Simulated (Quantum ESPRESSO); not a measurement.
# Al (Fm-3m): a volume series of phonon spectra, part 2 of 6

Wanted: mode Grüneisen parameters of Al and a free-energy fit over volumes.

Experimental results on record:
- volume expansion coefficient 69 1e-6/K and heat capacity C_P per formula unit 24.2 J/mol/K near room temperature (given in “High-Throughput Prediction of Finite-Temperature Properties using the Quasi-Harmonic Approximation”, 2016, arXiv:1603.06924)

Quantum ESPRESSO 7.5; DFT PBEsol, scalar-relativistic, plane waves, GBRV ultrasoft pseudopotentials.

So far. Step 2 (A first coarse run): The start is under -2.0 GPa at this level and looks like a metal on this mesh.

## 3. Finding the static equilibrium

The vibrations must be taken about the equilibrium of this functional, not about the starting cell, so the structure is relaxed.

Input file relax.in:

```
&CONTROL
  calculation   = 'vc-relax'
  prefix        = 'x'
  outdir        = './tmp'
  pseudo_dir    = './pseudo'
  tprnfor       = .true.
  tstress       = .true.
  forc_conv_thr = 2.0d-05
  etot_conv_thr = 1.0d-07
  nstep         = 40
/
&SYSTEM
  ibrav       = 0
  nat         = 1
  ntyp        = 1
  ecutwfc     = 40.0
  ecutrho     = 240.0
  occupations = 'smearing'
  smearing    = 'mv'
  degauss     = 0.02
/
&ELECTRONS
  conv_thr         = 1.0d-11
  mixing_beta      = 0.7
  electron_maxstep = 100
/
&IONS
/
&CELL
  press_conv_thr = 0.1
/
ATOMIC_SPECIES
 Al     26.9815  Al.upf
CELL_PARAMETERS angstrom
     0.000000000    2.024805000    2.024805000
     2.024805000    0.000000000    2.024805000
     2.024805000    2.024805000    0.000000000
ATOMIC_POSITIONS crystal
 Al     0.000000000   0.000000000   0.000000000
K_POINTS automatic
 16 16 16 0 0 0
```

Launch:

```
$ OMP_NUM_THREADS=1 mpirun -n 4 pw.x -nk 4 -in relax.in > relax.out
```

The program printed:

```text
[banner, memory and clock lines left out]
Program PWSCF v.7.5

     Message from routine setup:
     using ibrav=0 with symmetry is DISCOURAGED, use correct ibrav instead

     G-vector sticks info

     bravais-lattice index     =            0
     lattice parameter (alat)  =       5.4112  a.u.
     unit-cell volume          =     112.0408 (a.u.)^3
     number of atoms/cell      =            1
     number of atomic types    =            1
     number of electrons       =         3.00
     number of Kohn-Sham states=            6
     kinetic-energy cutoff     =      40.0000  Ry
     charge density cutoff     =     240.0000  Ry
     scf convergence threshold =      1.0E-11
     mixing beta               =       0.7000
     number of iterations used =            8  plain     mixing
     energy convergence thresh.=      1.0E-07
     force convergence thresh. =      2.0E-05
     press convergence thresh. =      1.0E-01
     Exchange-correlation= SLA  PW   PSX  PSC
                           (   1   4  10   8   0   0   0)
     nstep                     =           40

     celldm(1)=   5.411243  celldm(2)=   0.000000  celldm(3)=   0.000000
     celldm(4)=   0.000000  celldm(5)=   0.000000  celldm(6)=   0.000000

     crystal axes: (cart. coord. in units of alat)
               a(1) = (   0.000000   0.707107   0.707107 )
               a(2) = (   0.707107   0.000000   0.707107 )
               a(3) = (   0.707107   0.707107   0.000000 )

     reciprocal axes: (cart. coord. in units 2 pi/alat)
               b(1) = ( -0.707107  0.707107  0.707107 )
               b(2) = (  0.707107 -0.707107  0.707107 )
               b(3) = (  0.707107  0.707107 -0.707107 )

     PseudoPot. # 1 for Al read from file:
     ./pseudo/Al.upf
     Pseudo is Ultrasoft + core correction, Zval =  3.0
     Using radial grid of  893 points,  3 beta functions with:
                l(1) =   0
                l(2) =   1
                l(3) =   2
     Q(r) pseudized with  8 coefficients,  rinner =    0.900   0.900   0.900
                                                       0.900   0.900

     atomic species   valence    mass     pseudopotential
     Al                3.00    26.98150     Al( 1.00)

     48 Sym. Ops., with inversion, found

   Cartesian axes

     site n.     atom                  positions (alat units)
         1        Al     tau(   1) = (   0.0000000   0.0000000   0.0000000  )

     number of k points=   145  Marzari-Vanderbilt smearing, width (Ry)=  0.0200

     Number of k-points >= 100: set verbosity='high' to print them.

     Dense  grid:     7119 G-vectors     FFT dimensions: (  27,  27,  27)

     Smooth grid:     3839 G-vectors     FFT dimensions: (  24,  24,  24)

     Initial potential from superposition of free atoms

     starting charge       2.9976, renormalised to       3.0000
     Starting wfcs are    4 randomized atomic wfcs +    2 random wfcs

     per-process dynamical memory:    10.1 Mb

     Self-consistent Calculation

     iteration #  1     ecut=    40.00 Ry     beta= 0.70
     Davidson diagonalization with overlap
     ethr =  1.00E-02,  avg # of iterations =  5.5

     Threshold (ethr) on eigenvalues was too large:
     Diagonalizing with lowered threshold

     Davidson diagonalization with overlap
     ethr =  2.00E-04,  avg # of iterations =  2.2

     total energy              =      -6.66444273 Ry
     estimated scf accuracy    <       0.00598262 Ry

     iteration #  2     ecut=    40.00 Ry     beta= 0.70
     Davidson diagonalization with overlap
     ethr =  1.99E-04,  avg # of iterations =  1.0

     total energy              =      -6.66447706 Ry
     estimated scf accuracy    <       0.00033347 Ry

     iteration #  3     ecut=    40.00 Ry     beta= 0.70
     Davidson diagonalization with overlap
     ethr =  1.11E-05,  avg # of iterations =  2.2

     total energy              =      -6.66449126 Ry
     estimated scf accuracy    <       0.00000096 Ry

     iteration #  4     ecut=    40.00 Ry     beta= 0.70
     Davidson diagonalization with overlap
     ethr =  3.21E-08,  avg # of iterations =  2.4

     total energy              =      -6.66449174 Ry
     estimated scf accuracy    <          7.5E-09 Ry

     iteration #  5     ecut=    40.00 Ry     beta= 0.70
     Davidson diagonalization with overlap
     ethr =  2.49E-10,  avg # of iterations =  2.0

     total energy              =      -6.66449174 Ry
     estimated scf accuracy    <          5.9E-10 Ry

     iteration #  6     ecut=    40.00 Ry     beta= 0.70
     Davidson diagonalization with overlap
     ethr =  1.97E-11,  avg # of iterations =  1.1

     End of self-consistent calculation

     Number of k-points >= 100: set verbosity='high' to print the bands.

     the Fermi energy is     7.8158 ev

!    total energy              =      -6.66449174 Ry
     estimated scf accuracy    <          4.5E-12 Ry
     smearing contrib. (-TS)   =       0.00000274 Ry
     internal energy E=F+TS    =      -6.66449448 Ry

     The total energy is F=E-TS. E is the sum of the following terms:
     one-electron contribution =       2.96787396 Ry
     hartree contribution      =       0.00819916 Ry
     xc contribution           =      -4.24848275 Ry
     ewald contribution        =      -5.39208485 Ry

     convergence has been achieved in   6 iterations

     Forces acting on atoms (cartesian axes, Ry/au):

     atom    1 type  1   force =     0.00000000    0.00000000    0.00000000

     Total force =     0.000000     Total SCF correction =     0.000000

     Computing stress (Cartesian axis) and pressure

          total   stress  (Ry/bohr**3)                   (kbar)     P=      -20.87
  -0.00014187  -0.00000000  -0.00000000          -20.87       -0.00       -0.00
  -0.00000000  -0.00014187  -0.00000000           -0.00      -20.87       -0.00
  -0.00000000  -0.00000000  -0.00014187           -0.00       -0.00      -20.87

     BFGS Geometry Optimization
     Energy error            =      1.7E-04 Ry
     Gradient error          =      0.0E+00 Ry/Bohr
     Cell gradient error     =      2.1E+01 kbar

     number of scf cycles    =   1
     number of bfgs steps    =   0

     enthalpy           new  =      -6.6644917382 Ry

     new trust radius        =       0.0075083240 bohr
     new conv_thr            =            1.0E-11 Ry

     new unit-cell volume =    110.85290 a.u.^3 (    16.42670 Ang^3 )
     density =      2.72750 g/cm^3

CELL_PARAMETERS (angstrom)
  -0.000000000   2.017623617   2.017623617
   2.017623617  -0.000000000   2.017623617
   2.017623617   2.017623617  -0.000000000

ATOMIC_POSITIONS (crystal)
[...]
xc contribution           =      -4.26354382 Ry
     ewald contribution        =      -5.44078874 Ry

     convergence has been achieved in   3 iterations

     Forces acting on atoms (cartesian axes, Ry/au):

     atom    1 type  1   force =     0.00000000    0.00000000    0.00000000

     Total force =     0.000000     Total SCF correction =     0.000000

     Computing stress (Cartesian axis) and pressure

          total   stress  (Ry/bohr**3)                   (kbar)     P=        0.01
   0.00000004  -0.00000000  -0.00000000            0.01       -0.00       -0.00
  -0.00000000   0.00000004  -0.00000000           -0.00        0.01       -0.00
  -0.00000000  -0.00000000   0.00000004           -0.00       -0.00        0.01

     Energy error            =      1.9E-08 Ry
     Gradient error          =      0.0E+00 Ry/Bohr
     Cell gradient error     =      6.0E-03 kbar

     bfgs converged in   4 scf cycles and   3 bfgs steps
     (criteria: energy <  1.0E-07 Ry, force <  2.0E-05 Ry/Bohr, cell <  1.0E-01 kbar)

     End of BFGS Geometry Optimization

     Final enthalpy           =      -6.6647085835 Ry

     File ./tmp/x.bfgs deleted, as requested
Begin final coordinates
     new unit-cell volume =    109.05881 a.u.^3 (    16.16085 Ang^3 )
     density =      2.77237 g/cm^3

CELL_PARAMETERS (angstrom)
   0.000000000   2.006679707   2.006679707
   2.006679707  -0.000000000   2.006679707
   2.006679707   2.006679707   0.000000000

ATOMIC_POSITIONS (crystal)
Al               0.0000000000        0.0000000000        0.0000000000
End final coordinates

     Writing config-only to output data dir ./tmp/x.save/ :
     XML data file

     Final scf calculation at the relaxed structure.
     The G-vectors are recalculated for the final unit cell
     Results may differ from those at the preceding step.

     G-vector sticks info

     bravais-lattice index     =            0
     lattice parameter (alat)  =       5.4112  a.u.
     unit-cell volume          =     109.0588 (a.u.)^3
     number of atoms/cell      =            1
     number of atomic types    =            1
     number of electrons       =         3.00
     number of Kohn-Sham states=            6
     kinetic-energy cutoff     =      40.0000  Ry
     charge density cutoff     =     240.0000  Ry
     scf convergence threshold =      1.0E-13
     mixing beta               =       0.7000
     number of iterations used =            8  plain     mixing
     press convergence thresh. =      1.0E-01
     Exchange-correlation= SLA  PW   PSX  PSC
                           (   1   4  10   8   0   0   0)

     celldm(1)=   5.411243  celldm(2)=   0.000000  celldm(3)=   0.000000
     celldm(4)=   0.000000  celldm(5)=   0.000000  celldm(6)=   0.000000

     crystal axes: (cart. coord. in units of alat)
               a(1) = (   0.000000   0.700777   0.700777 )
               a(2) = (   0.700777  -0.000000   0.700777 )
               a(3) = (   0.700777   0.700777   0.000000 )

     reciprocal axes: (cart. coord. in units 2 pi/alat)
               b(1) = ( -0.713494  0.713494  0.713494 )
               b(2) = (  0.713494 -0.713494  0.713494 )
               b(3) = (  0.713494  0.713494 -0.713494 )

     PseudoPot. # 1 for Al read from file:
     ./pseudo/Al.upf
     Pseudo is Ultrasoft + core correction, Zval =  3.0
     Using radial grid of  893 points,  3 beta functions with:
                l(1) =   0
                l(2) =   1
                l(3) =   2
     Q(r) pseudized with  8 coefficients,  rinner =    0.900   0.900   0.900
                                                       0.900   0.900

     atomic species   valence    mass     pseudopotential
     Al                3.00    26.98150     Al( 1.00)

     48 Sym. Ops., with inversion, found

   Cartesian axes

     site n.     atom                  positions (alat units)
         1        Al     tau(   1) = (   0.0000000   0.0000000   0.0000000  )

     number of k points=   145  Marzari-Vanderbilt smearing, width (Ry)=  0.0200

     Number of k-points >= 100: set verbosity='high' to print them.

     Dense  grid:     6855 G-vectors     FFT dimensions: (  27,  27,  27)

     Smooth grid:     3719 G-vectors     FFT dimensions: (  24,  24,  24)

     Initial potential from superposition of free atoms

     starting charge       2.9976, renormalised to       3.0000
     Starting wfcs are    4 randomized atomic wfcs +    2 random wfcs

     per-process dynamical memory:    11.4 Mb

     Self-consistent Calculation

     iteration #  1     ecut=    40.00 Ry     beta= 0.70
     Davidson diagonalization with overlap
     c_bands:  2 eigenvalues not converged
     c_bands:  1 eigenvalues not converged
     c_bands:  1 eigenvalues not converged
     c_bands:  1 eigenvalues not converged
     c_bands:  1 eigenvalues not converged
     c_bands:  1 eigenvalues not converged
     c_bands:  1 eigenvalues not converged
     c_bands:  2 eigenvalues not converged
     c_bands:  1 eigenvalues not converged
     c_bands:  2 eigenvalues not converged
     c_bands:  1 eigenvalues not converged
     c_bands:  1 eigenvalues not converged
     ethr =  1.00E-06,  avg # of iterations = 14.0

     total energy              =      -6.66467369 Ry
     estimated scf accuracy    <       0.00596307 Ry

     iteration #  2     ecut=    40.00 Ry     beta= 0.70
     Davidson diagonalization with overlap
     ethr =  1.99E-04,  avg # of iterations =  1.0

     total energy              =      -6.66469390 Ry
     estimated scf accuracy    <       0.00034112 Ry

     iteration #  3     ecut=    40.00 Ry     beta= 0.70
     Davidson diagonalization with overlap
     ethr =  1.14E-05,  avg # of iterations =  1.1

     total energy              =      -6.66470792 Ry
     estimated scf accuracy    <       0.00000097 Ry

     iteration #  4     ecut=    40.00 Ry     beta= 0.70
     Davidson diagonalization with overlap
     ethr =  3.24E-08,  avg # of iterations =  2.2

     total energy              =      -6.66470844 Ry
     estimated scf accuracy    <       0.00000001 Ry

     iteration #  5     ecut=    40.00 Ry     beta= 0.70
     Davidson diagonalization with overlap
     ethr =  3.47E-10,  avg # of iterations =  1.9

     total energy              =      -6.66470844 Ry
     estimated scf accuracy    <          5.7E-10 Ry

     iteration #  6     ecut=    40.00 Ry     beta= 0.70
     Davidson diagonalization with overlap
     ethr =  1.90E-11,  avg # of iterations =  1.2

     total energy              =      -6.66470844 Ry
     estimated scf accuracy    <          1.2E-11 Ry

     iteration #  7     ecut=    40.00 Ry     beta= 0.70
     Davidson diagonalization with overlap
     ethr =  3.95E-13,  avg # of iterations =  1.6

     End of self-consistent calculation

     Number of k-points >= 100: set verbosity='high' to print the bands.

     the Fermi energy is     8.0977 ev

!    total energy              =      -6.66470844 Ry
     estimated scf accuracy    <          4.0E-14 Ry
     smearing contrib. (-TS)   =      -0.00000085 Ry
     internal energy E=F+TS    =      -6.66470759 Ry

     The total energy is F=E-TS. E is the sum of the following terms:
     one-electron contribution =       3.03122297 Ry
     hartree contribution      =       0.00840156 Ry
     xc contribution           =      -4.26354338 Ry
     ewald contribution        =      -5.44078874 Ry

     convergence has been achieved in   7 iterations

     Forces acting on atoms (cartesian axes, Ry/au):

     atom    1 type  1   force =     0.00000000    0.00000000    0.00000000

     Total force =     0.000000     Total SCF correction =     0.000000

     Computing stress (Cartesian axis) and pressure

          total   stress  (Ry/bohr**3)                   (kbar)     P=        0.01
   0.00000008  -0.00000000  -0.00000000            0.01       -0.00       -0.00
  -0.00000000   0.00000008  -0.00000000           -0.00        0.01       -0.00
  -0.00000000  -0.00000000   0.00000008           -0.00       -0.00        0.01

     XML data file, charge density, pseudopotentials, collected wavefunctions
```

Wall time 7.9 s (4 MPI ranks of Arm Neoverse V1, shared host).

Step by step:

```
step  energy less that of the first step (eV)  largest force (eV/Å)  volume (Å³)
   1                                   0.0000                0.0000        16.60
   2                                  -0.0019                0.0000        16.43
   3                                  -0.0029                0.0000        16.17
   4                                  -0.0030                0.0000        16.16
   5                                  -0.0029                0.0000        16.16
```

```
conventional cell, symmetrised  before  after  change
                         a (Å)   4.050  4.013  -0.9 %
                         b (Å)   4.050  4.013  -0.9 %
                         c (Å)   4.050  4.013  -0.9 %
              volume (Å³/atom)   16.60  16.16  -2.7 %
```

The relaxed structure:

```
Al
1.0
     0.00000    2.00668    2.00668
     2.00668    0.00000    2.00668
     2.00668    2.00668    0.00000
Al
1
Direct
  0.00000 0.00000 0.00000
```

Numbers from this step:

* volume per atom: 16.16 Å³
* pressure: 0.001 GPa

After the last step pw.x solved the final cell once more on a basis chosen for it, which moves the energy without moving the atoms.

[end of part 2 of 6]

[Logs are printed without paths, hosts, clocks, repeated set-up lines and the standing remarks that a program may print on its own settings, such as how far it seeks lower states.]

[Hosts, paths, dates, database ids (printed as entryN), source tags and the programs' standing remarks are cut or masked in the printed files.]

[A step with changed settings may run another functional than the one named; its input shows which.]

[Of the runs on displaced cells, only some may be shown.]
